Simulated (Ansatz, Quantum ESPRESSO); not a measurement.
# Band edges of In2STe, 1 layer under strain, part 2 of 2

How do the band edges of In2STe, 1 layer move against the vacuum when the sheet is stretched?

Quantum ESPRESSO 7.5; plane-wave DFT, PBE, GBRV ultrasoft pseudopotentials; geometry by Ansatz 0.2.0 with PAW datasets.

So far: The starting structure; Geometry from Ansatz.

**3. The script**

Under ESM bc1 levels count from the vacuum, or from the mean of the two vacuum levels where the sheet has a dipole, so band edges at unlike strains can be compared.

Level of this step: plane-wave DFT, PBE, GBRV ultrasoft pseudopotentials (Quantum ESPRESSO 7.5).

File run.py:

```python
import json
import numpy as np
from ase import Atoms
from ase.calculators.espresso import Espresso, EspressoProfile

profile = EspressoProfile(command='mpirun -n 4 pw.x -nk 4', pseudo_dir='../pseudo')
pseudopotentials = {'In': 'in_pbe_v1.4.uspp.F.UPF', 'S': 's_pbe_v1.4.uspp.F.UPF', 'Te': 'te_pbe_v1.uspp.F.UPF'}
system = {'ecutwfc': 40, 'ecutrho': 200, 'occupations': 'smearing', 'smearing': 'fd', 'degauss': 0.002}


def calculator(name, kpts, **extra):
    data = dict(control=dict(tprnfor=True, verbosity='high', disk_io='none'),
                system=system | extra,
                electrons=dict(conv_thr=1e-09, mixing_beta=0.4, mixing_mode='plain',
                               electron_maxstep=100))
    return Espresso(profile=profile, directory=name, pseudopotentials=pseudopotentials, kpts=kpts, input_data=data)


def centre(atoms):
    z = atoms.positions[:, 2]
    atoms.positions[:, 2] -= (z.max() + z.min()) / 2  # ESM wants the slab about z = 0
    return atoms

sheet = Atoms(
    ['Te', 'In', 'In', 'S'],
    scaled_positions=[
        [0.3333333333, 0.6666666667, 0.3706505651],
        [0.0000000000, 0.0000000000, 0.4452817398],
        [0.0000000000, 0.0000000000, 0.5862639162],
        [0.3333333333, 0.6666666667, 0.6377343472]],
    cell=[
        [4.165153995101, 0.000000000000, 0.000000000000],
        [-2.082576997551, 3.607129170432, 0.000000000000],
        [0.000000000000, 0.000000000000, 20.038244463400]],
    pbc=True)

rows = []
for strain in [-0.03, -0.015, 0.0, 0.015, 0.03]:
    atoms = sheet.copy()
    atoms.set_cell(sheet.cell.array * [[1 + strain], [1 + strain], [1]], scale_atoms=True)
    atoms = centre(atoms)
    atoms.calc = calculator(f's{strain:+.3f}', (12, 12, 1), assume_isolated='esm', esm_bc='bc1', nbnd=23)
    energy = atoms.get_potential_energy()
    levels = np.array([atoms.calc.get_eigenvalues(kpt=i) for i in range(len(atoms.calc.get_ibz_k_points()))])
    top, bottom = levels[:, 18].max(), levels[:, 19].min()
    direct = (levels[:, 19] - levels[:, 18]).min()
    rows.append([strain, energy, top, bottom, direct])
    print(f'strain {strain:+.3f}: E = {energy:.5f} eV, valence top {top:.3f}, conduction bottom {bottom:.3f}, '
          f'gap {bottom - top:.3f}, least direct gap {direct:.3f} eV')

x, energy, top, bottom, direct = np.array(rows).T
area = np.linalg.norm(np.cross(*sheet.cell[:2]))
stiffness = np.polyfit(x, energy, 2)[0] / area * 16.0218  # C11 + C12, heights clamped
print(f'valence and conduction edges move by {np.polyfit(x, top, 1)[0]:.2f} and {np.polyfit(x, bottom, 1)[0]:.2f} eV per unit biaxial strain')
print(f'C11 + C12 with clamped heights: {stiffness:.1f} N/m')
json.dump(dict(rows=rows, stiffness=stiffness), open('result.json', 'w'))
```

Launch:

```
OMP_NUM_THREADS=1 python run.py
```

Log:

```text
strain -0.030: E = -4321.96595 eV, valence top -5.203, conduction bottom -4.358, gap 0.845, least direct gap 0.845 eV
strain -0.015: E = -4322.02744 eV, valence top -5.362, conduction bottom -4.491, gap 0.872, least direct gap 0.872 eV
strain +0.000: E = -4322.04439 eV, valence top -5.507, conduction bottom -4.614, gap 0.893, least direct gap 0.893 eV
strain +0.015: E = -4322.02251 eV, valence top -5.639, conduction bottom -4.731, gap 0.908, least direct gap 0.908 eV
strain +0.030: E = -4321.96633 eV, valence top -5.758, conduction bottom -4.840, gap 0.917, least direct gap 0.917 eV
valence and conduction edges move by -9.23 and -8.03 eV per unit biaxial strain
C11 + C12 with clamped heights: 92.8 N/m
```

Wall time 4.7 min (4 MPI ranks of Arm Neoverse V2, shared host); peak memory 0.91 GiB; 19 min of CPU time.

The input that ASE wrote for the first run, and its log:

```
&CONTROL
   verbosity        = 'high'
   tprnfor          = .true.
   disk_io          = 'none'
   pseudo_dir       = '../pseudo'
/
&SYSTEM
   nbnd             = 23
   ecutwfc          = 40
   ecutrho          = 200
   occupations      = 'smearing'
   degauss          = 0.002
   smearing         = 'fd'
   assume_isolated  = 'esm'
   esm_bc           = 'bc1'
   ntyp             = 3
   nat              = 4
   ibrav            = 0
/
&ELECTRONS
   electron_maxstep = 100
   conv_thr         = 1e-09
   mixing_mode      = 'plain'
   mixing_beta      = 0.4
/
&IONS
/
&CELL
/
&FCP
/
&RISM
/
ATOMIC_SPECIES
Te 127.6 te_pbe_v1.uspp.F.UPF
In 114.818 in_pbe_v1.4.uspp.F.UPF
S 32.06 s_pbe_v1.4.uspp.F.UPF

K_POINTS automatic
12 12 1  0 0 0

CELL_PARAMETERS angstrom
4.04019937524797 0.00000000000000 0.00000000000000
-2.02009968762447 3.49891529531904 0.00000000000000
0.00000000000000 0.00000000000000 20.03824446340000

ATOMIC_POSITIONS angstrom
Te -0.0000000002 2.3326101970 -2.6759450590  
In 0.0000000000 0.0000000000 -1.1804673357  
In 0.0000000000 0.0000000000 1.6445679800  
S -0.0000000002 2.3326101970 2.6759450590
```

```text
Program PWSCF v.7.5 starts
[citation notice left out]

     Parallel version (MPI & OpenMP), running on       4 processor cores
     Number of MPI processes:                 4
     Threads/MPI process:                     1

     MPI processes distributed on     1 nodes
[... 1 line left out ...]

Warning: card &CELL ignored
Warning: card &FCP ignored
Warning: card &RISM ignored

     Current dimensions of program PWSCF are:
     Max number of different atomic species (ntypx) = 10
     Max number of k-points (npk) =  40000
     Max angular momentum in pseudopotentials (lmaxx) =  4
     Message from routine setup:
     using ibrav=0 with symmetry is DISCOURAGED, use correct ibrav instead

     K-points division:     npool     =       4
     Subspace diagonalization in iterative solution of the eigenvalue problem:
     a serial algorithm will be used

     G-vector sticks info
     --------------------
     sticks:   dense  smooth     PW     G-vecs:    dense   smooth      PW
     Sum         805     649    199                91371    65541   10553

     Using Slab Decomposition

     bravais-lattice index     =            0
     lattice parameter (alat)  =       7.6349  a.u.
     unit-cell volume          =    1911.5801 (a.u.)^3
     number of atoms/cell      =            4
     number of atomic types    =            3
     number of electrons       =        38.00
     number of Kohn-Sham states=           23
     kinetic-energy cutoff     =      40.0000  Ry
     charge density cutoff     =     200.0000  Ry
     scf convergence threshold =      1.0E-09
     mixing beta               =       0.4000
     number of iterations used =            8  plain     mixing
     Exchange-correlation=  SLA  PW   PBX  PBC
                           (   1   4   3   4   0   0   0)

     Effective Screening Medium Method
     =================================
     Boundary Conditions: Vacuum-Slab-Vacuum
     total charge in unit cell        =   0.0000
     grid points for fit at edges     =        4

[... 10 lines left out ...]
     PseudoPot. # 1 for Te read from file:
     ../pseudo/te_pbe_v1.uspp.F.UPF
     Pseudo is Ultrasoft + core correction, Zval =  6.0
     Generated by new atomic code, or converted to UPF format
     Using radial grid of  891 points,  5 beta functions with:
                l(1) =   0
                l(2) =   0
                l(3) =   1
                l(4) =   1
                l(5) =   2
     Q(r) pseudized with  6 coefficients,  rinner =    1.800   1.800   1.800
                                                       1.800   1.800

     PseudoPot. # 2 for In read from file:
     ../pseudo/in_pbe_v1.4.uspp.F.UPF
     Pseudo is Ultrasoft + core correction, Zval = 13.0
     Generated by new atomic code, or converted to UPF format
     Using radial grid of  889 points,  6 beta functions with:
                l(1) =   0
                l(2) =   0
[... 703 lines left out ...]
     estimated scf accuracy    <          5.5E-10 Ry
     smearing contrib. (-TS)   =      -0.00000000 Ry
     internal energy E=F+TS    =    -317.65866601 Ry

     The total energy is F=E-TS. E is the sum of the following terms:
     one-electron contribution =    1432.85199519 Ry
     hartree contribution      =    -708.02769560 Ry
     xc contribution           =     -98.50592460 Ry
     ewald contribution        =    -943.97704099 Ry

     convergence has been achieved in  26 iterations

     negative rho (up, down):  1.106E-04 0.000E+00

     Forces acting on atoms (cartesian axes, Ry/au):

     atom    1 type  1   force =     0.00000000    0.00000000   -0.01994221
     atom    2 type  2   force =     0.00000000    0.00000000    0.02094538
     atom    3 type  2   force =     0.00000000    0.00000000   -0.01714307
     atom    4 type  3   force =     0.00000000    0.00000000    0.01614872
     The non-local contrib.  to forces
     atom    1 type  1   force =     0.00000000   -0.00000000   -0.09657190
     atom    2 type  2   force =     0.00000000    0.00000000   -0.10290004
     atom    3 type  2   force =     0.00000000    0.00000000    0.25985283
     atom    4 type  3   force =     0.00000000    0.00000000   -0.23879135
     The ionic contribution  to forces
     atom    1 type  1   force =     0.00000000   -0.00000000  -44.58637317
     atom    2 type  2   force =    -0.00000000    0.00000000  -46.82958555
     atom    3 type  2   force =    -0.00000000    0.00000000   49.94061370
     atom    4 type  3   force =     0.00000000   -0.00000000   41.47534502
     The local contribution  to forces
     atom    1 type  1   force =     0.00000000   -0.00000000   44.68680151
     atom    2 type  2   force =    -0.00000000   -0.00000000   46.95887421
     atom    3 type  2   force =    -0.00000000   -0.00000000  -50.21600202
     atom    4 type  3   force =     0.00000000   -0.00000000  -41.23344246
     The core correction contribution to forces
     atom    1 type  1   force =    -0.00000000    0.00000000   -0.02377598
     atom    2 type  2   force =     0.00000000   -0.00000000   -0.00547137
     atom    3 type  2   force =     0.00000000    0.00000000   -0.00160917
     atom    4 type  3   force =    -0.00000000    0.00000000    0.01304147
     The Hubbard contrib.    to forces
     atom    1 type  1   force =     0.00000000    0.00000000    0.00000000
     atom    2 type  2   force =     0.00000000    0.00000000    0.00000000
     atom    3 type  2   force =     0.00000000    0.00000000    0.00000000
     atom    4 type  3   force =     0.00000000    0.00000000    0.00000000
     The SCF correction term to forces
     atom    1 type  1   force =     0.00000000    0.00000000   -0.00002266
     atom    2 type  2   force =     0.00000000    0.00000000    0.00002813
     atom    3 type  2   force =     0.00000000    0.00000000    0.00000159
     atom    4 type  3   force =     0.00000000   -0.00000000   -0.00000396

     Total force =     0.037297     Total SCF correction =     0.000036
     Message from routine punch:
     Nothing written, as per user request (disk_io='none')

[... 1 line left out ...]

[... 1 line left out ...]

[... 1 line left out ...]

[... 3 lines left out ...]

[... 1 line left out ...]

[... 2 lines left out ...]

[... 1 line left out ...]

[... 1 line left out ...]

=------------------------------------------------------------------------------=
   JOB DONE.
=------------------------------------------------------------------------------=
```

Read from the output:

- biaxial stiffness: 92.81 N/m

Table of band edge from the vacuum level by biaxial strain:

```tsv
biaxial strain (%)	valence top (eV)	conduction bottom (eV)
-3.00	-5.20	-4.36
-1.50	-5.36	-4.49
0.00	-5.51	-4.61
1.50	-5.64	-4.73
3.00	-5.76	-4.84
```

The gap by biaxial strain:

```tsv
biaxial strain (%)	on the mesh (eV)	least direct (eV)
-3.00	0.845	0.845
-1.50	0.872	0.872
0.00	0.893	0.893
1.50	0.908	0.908
3.00	0.917	0.917
```

The energy over the lowest by biaxial strain:

```tsv
biaxial strain (%)	energy over the lowest (meV)
-3.00	78.4
-1.50	17.0
0.00	0
1.50	21.9
3.00	78.1
```

**4. The script: PBE, SSSP efficiency**

Level of this step: plane-wave DFT, PBE, SSSP efficiency pseudopotentials (Quantum ESPRESSO 7.5).

run.py, as its differences from the input of step 3:

```diff
@@ -6,4 +6,4 @@
 profile = EspressoProfile(command='mpirun -n 4 pw.x -nk 4', pseudo_dir='../pseudo')
-pseudopotentials = {'In': 'in_pbe_v1.4.uspp.F.UPF', 'S': 's_pbe_v1.4.uspp.F.UPF', 'Te': 'te_pbe_v1.uspp.F.UPF'}
-system = {'ecutwfc': 40, 'ecutrho': 200, 'occupations': 'smearing', 'smearing': 'fd', 'degauss': 0.002}
+pseudopotentials = {'In': 'In.pbe-dn-rrkjus_psl.0.2.2.UPF', 'S': 's_pbe_v1.4.uspp.F.UPF', 'Te': 'Te_pbe_v1.uspp.F.UPF'}
+system = {'ecutwfc': 45, 'ecutrho': 360, 'occupations': 'smearing', 'smearing': 'fd', 'degauss': 0.002}
```

Launch:

```
OMP_NUM_THREADS=1 python run.py
```

Log:

```text
strain -0.030: E = -4631.22950 eV, valence top -5.197, conduction bottom -4.351, gap 0.846, least direct gap 0.846 eV
strain -0.015: E = -4631.29457 eV, valence top -5.356, conduction bottom -4.485, gap 0.872, least direct gap 0.872 eV
strain +0.000: E = -4631.31454 eV, valence top -5.502, conduction bottom -4.609, gap 0.893, least direct gap 0.893 eV
strain +0.015: E = -4631.29511 eV, valence top -5.635, conduction bottom -4.726, gap 0.909, least direct gap 0.909 eV
strain +0.030: E = -4631.24129 eV, valence top -5.754, conduction bottom -4.837, gap 0.918, least direct gap 0.918 eV
valence and conduction edges move by -9.29 and -8.08 eV per unit biaxial strain
C11 + C12 with clamped heights: 93.8 N/m
```

The job ended after 7.5 min (4 MPI ranks; peak memory 1.5 GiB; 30 min of CPU time).

Numbers from this step:

| Property | Result |
| --- | --- |
| biaxial stiffness | 93.83 N/m |

Band edge from the vacuum level against biaxial strain:

```tsv
biaxial strain (%)	valence top (eV)	conduction bottom (eV)
-3.00	-5.20	-4.35
-1.50	-5.36	-4.48
0.00	-5.50	-4.61
1.50	-5.63	-4.73
3.00	-5.75	-4.84
```

The gap by biaxial strain:

```tsv
biaxial strain (%)	on the mesh (eV)	least direct (eV)
-3.00	0.846	0.846
-1.50	0.872	0.872
0.00	0.893	0.893
1.50	0.909	0.909
3.00	0.918	0.918
```

The energy over the lowest by biaxial strain:

```tsv
biaxial strain (%)	energy over the lowest (meV)
-3.00	85.0
-1.50	20.0
0.00	0
1.50	19.4
3.00	73.3
```

**5. Running the series, with ecutwcf = 40**

Another try, with an input changed as a hurried user might.

Level of this step: plane-wave DFT, PBE, GBRV ultrasoft pseudopotentials (Quantum ESPRESSO 7.5).

run.py, as its differences from the input of step 3:

```diff
@@ -7,3 +7,3 @@
 pseudopotentials = {'In': 'in_pbe_v1.4.uspp.F.UPF', 'S': 's_pbe_v1.4.uspp.F.UPF', 'Te': 'te_pbe_v1.uspp.F.UPF'}
-system = {'ecutwfc': 40, 'ecutrho': 200, 'occupations': 'smearing', 'smearing': 'fd', 'degauss': 0.002}
+system = {'ecutwfc': 40, 'ecutrho': 200, 'occupations': 'smearing', 'smearing': 'fd', 'degauss': 0.002, 'ecutwcf': 40}
 
@@ -14,3 +14,3 @@
                 electrons=dict(conv_thr=1e-09, mixing_beta=0.4, mixing_mode='plain',
-                               electron_maxstep=100))
+                               electron_maxstep=60))
     return Espresso(profile=profile, directory=name, pseudopotentials=pseudopotentials, kpts=kpts, input_data=data)
@@ -37,3 +37,3 @@
 rows = []
-for strain in [-0.03, -0.015, 0.0, 0.015, 0.03]:
+for strain in [-0.03, -0.015, 0.0]:
     atoms = sheet.copy()
```

Launch:

```
OMP_NUM_THREADS=1 python run.py
```

Log:

```text
subprocess.CalledProcessError: the calculator's command failed
```

Wall time 1 s (4 MPI ranks); peak memory 0.33 GiB.

The input that ASE wrote for the run that failed, and its log:

```
&CONTROL
   verbosity        = 'high'
   tprnfor          = .true.
   disk_io          = 'none'
   pseudo_dir       = '../pseudo'
/
&SYSTEM
   nbnd             = 23
   ecutwfc          = 40
   ecutrho          = 200
   occupations      = 'smearing'
   degauss          = 0.002
   smearing         = 'fd'
   assume_isolated  = 'esm'
   esm_bc           = 'bc1'
   ecutwcf          = 40
   ntyp             = 3
   nat              = 4
   ibrav            = 0
/
&ELECTRONS
   electron_maxstep = 60
   conv_thr         = 1e-09
   mixing_mode      = 'plain'
   mixing_beta      = 0.4
/
&IONS
/
&CELL
/
&FCP
/
&RISM
/
ATOMIC_SPECIES
Te 127.6 te_pbe_v1.uspp.F.UPF
In 114.818 in_pbe_v1.4.uspp.F.UPF
S 32.06 s_pbe_v1.4.uspp.F.UPF

K_POINTS automatic
12 12 1  0 0 0

CELL_PARAMETERS angstrom
4.04019937524797 0.00000000000000 0.00000000000000
-2.02009968762447 3.49891529531904 0.00000000000000
0.00000000000000 0.00000000000000 20.03824446340000

ATOMIC_POSITIONS angstrom
Te -0.0000000002 2.3326101970 -2.6759450590  
In 0.0000000000 0.0000000000 -1.1804673357  
In 0.0000000000 0.0000000000 1.6445679800  
S -0.0000000002 2.3326101970 2.6759450590
```

```text
Program PWSCF v.7.5 starts
[citation notice left out]

     Parallel version (MPI & OpenMP), running on       4 processor cores
     Number of MPI processes:                 4
     Threads/MPI process:                     1

     MPI processes distributed on     1 nodes
[... 1 line left out ...]

 %%%%%%%%%%%%%%%%%%%%%%%%%%%%%%%%%%%%%%%%%%%%%%%%%%%%%%%%%%%%%%%%%%%%%%%%%%%%%%
     Error in routine  read_namelists (1):
      bad line in namelist &system: "   ecutwcf          = 40" (error could be in the previous line)
 %%%%%%%%%%%%%%%%%%%%%%%%%%%%%%%%%%%%%%%%%%%%%%%%%%%%%%%%%%%%%%%%%%%%%%%%%%%%%%

     stopping ...
```

The program refused the input before any cycle.

A key was misspelt on purpose.

The namelist reader stops at a key that the namelist doesn't hold; the line has to be put right or, where the proper key already stands in the input, deleted.

**6. By hand**

Under equal strain ε in the plane, E = A (C11 + C12) ε². From the points at ±1.5 %: d²E/dε² = (16.95 + 21.88 − 2 × 0.00) meV / 0.015² = 173 eV, and 173/(2 × 15.024 Å²) × 16.02 = 92 N/m.

**7. Results**

* C11 + C12, heights clamped, PBE, GBRV ultrasoft: 93 N/m
* gap on the mesh at zero strain, PBE, GBRV ultrasoft: 0.89 eV
* valence top below the mean of the two vacuum levels at zero strain, PBE, GBRV ultrasoft: 5.51 eV
* shift of the valence top per unit biaxial strain, PBE, GBRV ultrasoft: -9.2 eV
* shift of the conduction bottom per unit biaxial strain, PBE, GBRV ultrasoft: -8.0 eV
* C11 + C12, heights clamped, PBE, SSSP efficiency: 94 N/m
* gap on the mesh at zero strain, PBE, SSSP efficiency: 0.89 eV
* valence top below the mean of the two vacuum levels at zero strain, PBE, SSSP efficiency: 5.50 eV
* shift of the valence top per unit biaxial strain, PBE, SSSP efficiency: -9.3 eV
* shift of the conduction bottom per unit biaxial strain, PBE, SSSP efficiency: -8.1 eV

The sheet's biaxial stiffness comes to 93 N/m and its gap at zero strain to 0.89 eV (PBE, GBRV ultrasoft). From −3 % to +3 % the gap on the mesh goes from 0.84 to 0.92 eV; it is direct at every strain. Heights are clamped under strain, which makes a sheet with several atomic planes too stiff. Semilocal gaps are too small. The sheet carries a dipole, so the two faces have unlike vacuum levels and the zero lies between them. Spin-orbit coupling is left out; depending on the atoms that carry the levels of interest, it can split and shift them by tens to hundreds of meV.

[Logs are printed without paths, hosts, clocks, repeated set-up lines and the standing remarks that a program may print on its own settings, such as how far it seeks lower states.]

[Hosts, paths, dates, database ids (printed as entryN), source tags and the programs' standing remarks are cut or masked in the printed files.]

[Maps of the electrostatic potential energy from Ansatz leave out the sawtooth potential of an applied field or a dipole correction, so their vacuum need not be flat; planar profiles and work functions include it.]
